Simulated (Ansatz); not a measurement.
# Br on Mo(100): change of the work function, part 4 of 4

Wanted: Δφ(θ) for Br/Mo(100), starting from the hollow site.

Ansatz 0.2.0; plane-wave DFT, PBE, Ansatz PAW.

So far, work function, upper face (eV): step 2 (the clean slab) 3.83; step 3 (37 atoms, coverage 0.111 ML, cell 3x3) 3.87; step 4 (17 atoms, coverage 0.25 ML, cell 2x2) 4.13.

### Step 5. The covered slab, k-mesh 6×6×1, coverage 0.5 ML (continued)

The density of states has structure finer than the step of the table below, so its rows give means over 0.25 eV, whole bins alone (the curve runs from -8 to 1.86 eV). Peaks (eV: height): -2.980: 84.1, -2.620: 61.6, -0.660: 44.7, -0.420: 47.3, -0.270: 41.1, 1.290: 49.3, 1.410: 43.5.

Table of density of states by energy, zero at the Fermi level; means over each step:

energy (eV), density of states (states/eV a cell) and a bar:
```
    -6.50        0.0 
    -6.25        0.6 
    -6.00        1.7 #
    -5.75        2.1 ##
    -5.50        3.1 ##
    -5.25       12.2 ##########
    -5.00       12.7 ##########
    -4.75       14.1 ###########
    -4.50       16.9 ##############
    -4.25       14.7 ############
    -4.00       15.1 ############
    -3.75       16.2 #############
    -3.50       12.5 ##########
    -3.25       18.1 ##############
    -3.00       37.5 ##############################
    -2.75       21.6 #################
    -2.50       24.9 ####################
    -2.25       25.4 ####################
    -2.00       14.5 ############
    -1.75       17.7 ##############
    -1.50       17.8 ##############
    -1.25       14.5 ############
    -1.00       15.8 #############
    -0.75       21.5 #################
    -0.50       32.8 ##########################
    -0.25       32.8 ##########################
     0.00       13.0 ##########
     0.25       12.3 ##########
     0.50       14.0 ###########
     0.75       15.4 ############
     1.00       16.0 #############
     1.25       25.5 ####################
     1.50       31.8 #########################
```

The relaxation took 4 steps and lowered the energy by 0.20 eV; the largest force on the free atoms ends at 0.0024 eV/Å.

The covered face has 4.38 eV, +0.54 eV against the clean one; the bare back face has moved by +0.01 eV, a measure of how thin the slab is.

### Step 6. Adsorbate added, k-mesh 12×12×1, coverage 1 ML

System of this step: Br/Mo(100). The cell holds 5 atoms: 4 Mo and 1 Br. Cell: a = 3.150 Å, b = 3.150 Å, c = 24.332 Å, α = 90.0°, β = 90.0°, γ = 90.0°. Vacuum lies along c.

Another coverage, to see how the dipoles act on each other as their distance changes.

Contents of input.yaml:

```yaml
crystal:
  lattice:
    - [3.15, 0.0, 0.0]
    - [0.0, 3.15, 0.0]
    - [0.0, 0.0, 24.3319152722]
  atoms:
    - { symbol: Mo, position: [0.5, 0.5, 0.3698845693] }
    - { symbol: Mo, position: [0.0, 0.0, 0.4346143689] }
    - { symbol: Mo, position: [0.5, 0.5, 0.5020965958] }
    - { symbol: Mo, position: [0.0, 0.0, 0.558888855] }
    - { symbol: Br, position: [0.5, 0.5, 0.6301154307] }
kpoints:
  mp_grid: { grid: [12, 12, 1] }
hamiltonian:
  xc: pbe
scf:
  occupations: { method: fermi_dirac, width: 0.1 }
  convergence: { dr2_threshold: 1.0e-08 }
efield:
  axis: 3
  dipole_correction: true
  ramp_position: 0.97
  ramp_width: 0.06
relax:
  f_tol: 0.02
  max_steps: 60
  constraints: [{ sites: [0, 1] }]
output:
  write_potential: true
  write_density: true
  volumetric_format: npy
```

Command:

```console
$ ansatz run input.yaml --threads 8 --pin off --max-ram 16384MiB --backend cpu --events-out ev --progress --plain --runs-dir out
```

Numbers of over 12 decimals in the logs are rounded to 6 here.

The log of the run:

```text
[...]
Crystal: 5 atoms, lattice volume = 241.433 Å³
Basis set: ecut = 420 eV, 4761 PW (Γ), exchange–correlation on 48×48×360 points (8 copies of the dense FFT grid, shifted against one another)
Bands: 38, of which v1, the nominal top of the filled ones, is band 32 counted from 1 (31 counted from 0)
Symmetry: 8 space group operations
[...]
--- Relaxed structure (5 steps of the walk, 5 accepted, 0 SCFs on fresh bases) ---
  F+E_penalty+E_count = -22604.67655225 eV   max|allowed force component| = 1.145e-3 eV/Å
  atoms:
    - { symbol: Mo, position: [0.5, 0.5, 0.369885] }
    - { symbol: Mo, position: [0.0, 0.0, 0.4346143689] }
    - { symbol: Mo, position: [0.5, 0.5, 0.498950] }
    - { symbol: Mo, position: [0, 0.0, 0.562405] }
    - { symbol: Br, position: [0.5, 0.5, 0.638048] }
[key lines of the parts left out:]
SCF converged after 7 iterations
Free energy (F): -22604.676552 eV
Fermi energy:    3.398233 eV
Dipole field:    D = -0.038297 V/Å  (p = -0.051098 e·Å, saw-weighted, corrected)
Work function:   Φ+ = 4.8092 eV   Φ− = 3.8773 eV
```

The job ended after 12 s (8 threads of Arm Neoverse V2, shared host; peak memory 0.81 GiB; 93 s of CPU time).

The steps of the relaxation:

```tsv
step	energy less that of the first step (eV)	largest force component (eV/Å)
1	0.0000	1.4927
2	-0.1181	0.7125
3	-0.1448	0.1504
4	-0.1482	0.0265
5	-0.1484	0.0011
```

The run keeps the 8 symmetry operations that it works with, so distortions that break them were not tested.

The atoms that moved most (Å):

```tsv
atom	dx	dy	dz	length
Br5	0.000	0.000	0.193	0.193
Mo4	0.000	0.000	0.086	0.086
Mo3	0.000	0.000	-0.077	0.077
```

Final coordinates:

```cif
data_structure
_symmetry_space_group_name_H-M 'P 1'
_symmetry_Int_Tables_number 1
_cell_length_a 3.1500
_cell_length_b 3.1500
_cell_length_c 24.3319
_cell_angle_alpha 90.000
_cell_angle_beta 90.000
_cell_angle_gamma 90.000
_cell_volume 241.43
loop_
_atom_site_label
_atom_site_type_symbol
_atom_site_fract_x
_atom_site_fract_y
_atom_site_fract_z
_atom_site_occupancy
Mo1 Mo 0.50000 0.50000 0.36988 1
Mo2 Mo 0.00000 0.00000 0.43461 1
Mo3 Mo 0.50000 0.50000 0.49895 1
Mo4 Mo 0.00000 0.00000 0.56240 1
Br5 Br 0.50000 0.50000 0.63805 1
```

Running mean over 1.575 Å of the planar mean; the ramp of the sawtooth is left out. Table of electron's electrostatic potential energy less the Fermi level by z:

```tsv
z (Å)	electron's electrostatic potential energy less the Fermi level (eV)
3.0	3.88
3.5	3.88
4.0	3.88
4.5	3.87
5.0	3.87
5.5	3.85
6.0	3.79
6.5	3.63
7.0	3.14
7.5	1.62
8.0	-2.55
8.5	-8.15
9.0	-11.4
9.5	-12.2
10.0	-12.4
10.5	-12.6
11.0	-12.8
11.5	-12.8
12.0	-12.7
12.5	-12.8
13.0	-12.9
13.5	-12.6
14.0	-11.0
14.5	-8.94
15.0	-8.61
15.5	-8.73
16.0	-5.75
16.5	-0.395
17.0	3.49
17.5	4.53
18.0	4.75
18.5	4.80
19.0	4.81
19.5	4.81
20.0	4.81
20.5	4.81
21.0	4.81
```

The relaxation took 5 steps and lowered the energy by 0.15 eV; the largest force on the free atoms ends at 0.0011 eV/Å.

The covered face has 4.81 eV, +0.98 eV against the clean one; the bare back face has moved by +0.02 eV, a measure of how thin the slab is.

### Step 7. Work function against coverage

This step: plane-wave DFT, PBE, Ansatz PAW; work function against coverage (Ansatz 0.2.0).

The runs are now put side by side.

Numbers from this step:

| Property | Result |
| --- | --- |
| work function of the clean face | 3.830 eV |
| largest change of the work function | 0.9788 eV |

Table of work function of the covered face by coverage:

```tsv
coverage (adsorbates/nm²)	work function of the covered face (eV)
0.00	3.83
1.12	3.87
2.52	4.13
5.04	4.38
10.08	4.81
```

The dipole per adsorbate comes from the change of the cell's dipole. Coverage, by row:

```tsv
coverage (1/nm²)	coverage (ML)	work function (eV)	change (eV)	dipole per adsorbate, positive end outwards (debye)	mean height of the added atoms over the highest substrate atom (Å)
1.12	0.1111	3.875	0.0445	-0.104	1.834
2.52	0.25	4.127	0.2964	-0.297	1.882
5.039	0.5	4.375	0.545	-0.282	1.835
10.08	1	4.809	0.9788	-0.253	1.841
```

### Step 8. Results

```json
{"work function of the clean face": "3.83 eV", "work function at 0.11 ML": "3.87 eV", "work function at 0.25 ML": "4.13 eV", "work function at 0.5 ML": "4.38 eV", "work function at 1 ML": "4.81 eV", "dipole per adsorbate at 0.11 ML, positive end outwards": "-0.10 D"}
```

At the lowest coverage Br changes the work function of Mo(100) by under 0.15 eV, within the error of so thin a slab; the largest change, +0.98 eV, comes at higher coverage. The slab has 4 layers, at the tabulated experimental lattice constant, one starting site was run, and quantum-size effects of a slab this thin can reach one or two tenths of an eV.

[Logs are printed without paths, hosts, clocks, repeated set-up lines and the standing remarks that a program may print on its own settings, such as how far it seeks lower states.]

[Hosts, paths, dates, database ids (printed as entryN), source tags and the programs' standing remarks are cut or masked in the printed files.]

[Maps of the electrostatic potential energy from Ansatz leave out the sawtooth potential of an applied field or a dipole correction, so their vacuum need not be flat; planar profiles and work functions include it.]

[The density of states shown here was stored with 400 of the rows of the run's finer table, so its peaks can read low, often by over a quarter, or be missed, and its means over a window can be off by a tenth or more.]
